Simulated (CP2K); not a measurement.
Two runs for the F K edge of boron trifluoride. Run A: CP2K XAS_TDP, all-electron GAPW, PBEh(45%), aug-cc-pVTZ, TDA, no relativity. Run B differs in one setting.

First lines with a strength over 0.0015. A:

| atom | energy (eV) | states | strength, one atom |
| --- | --- | --- | --- |
| F1 (bonded to B), 3 alike | 683.00 | 1 | 0.0182 |
|  | 683.71 | 1 | 0.0039 |
|  | 685.63 | 1 | 0.0043 |
|  | 685.67 | 1 | 0.0034 |
|  | 686.85 | 1 | 0.0088 |

B:

| atom | energy (eV) | states | strength, one atom |
| --- | --- | --- | --- |
| F1 (bonded to B), 3 alike | 673.19 | 1 | 0.0145 |
|  | 673.52 | 1 | 0.0019 |
|  | 675.13 | 1 | 0.0018 |
|  | 676.54 | 1 | 0.0058 |
|  | 677.82 | 1 | 0.0038 |

**Question.** Which was it: the functional, the basis, GW2X switched on, scalar relativity switched on?

The functional (functional from PBEh(45%) to PBE0; the lines alone don't name the new value). A functional moves all lines by electronvolts and changes their spacings and strengths. Against PBEh(45%) in aug-cc-pVTZ, the leading line moves by -9.81 eV, to 673.19 eV; the strength of F1's goes from 0.0182 to 0.0145. The next line of F1 over the strength cut lies 0.33 eV higher, against 0.71.

[Hosts, paths, dates, database ids (printed as entryN), source tags and the programs' standing remarks are cut or masked in the printed files.]
